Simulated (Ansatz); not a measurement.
In doubt: masses and optical values from hybrid runs of this build are listed as unsure, which bears on the screening that GW takes from such a start.

Rows from a G0W0 calculation on BiB2As (ordered alloy, started on the zincblende lattice) (R3m) (Ansatz 0.2.0; G0W0 on HSE06, plane waves, PAW; 4×4×4 mesh, 108 empty bands, screening to 78 eV), in eV. Spin-orbit coupling is left out.

| row | Σx | Σc | Vxc | Z |
| --- | --- | --- | --- | --- |
| A | -15.89 | 1.60 | -14.41 | 0.79 |
| B | -10.56 | -4.13 | -14.94 | 0.79 |
| C | -9.90 | -3.95 | -14.08 | 0.79 |
| D | -15.64 | 0.99 | -14.78 | 0.80 |
| E | -7.34 | -3.86 | -11.24 | 0.81 |
| F | -8.53 | -3.67 | -12.28 | 0.81 |

Q: Which rows are filled states and which are empty ones, and how can one tell?

Filled: A and D. Empty: B, C, E and F. The sign of Σc tells: for a filled state bare exchange, which holds its interaction with itself, lies below Vxc (Σx − Vxc is -0.9 eV or lower here) and screening gives part back as a positive Σc. For an empty state Σx lies above Vxc (+3.7 eV or more) and the Coulomb hole leaves Σc negative.

[Runs of the session that timed out or met a known fault of the program may be left out.]

[Cells called generated may have been cut or substituted from an entry of the Crystallography Open Database or the Materials Project.]

[Hosts, paths, dates, database ids (printed as entryN), source tags and the programs' standing remarks are cut or masked in the printed files.]
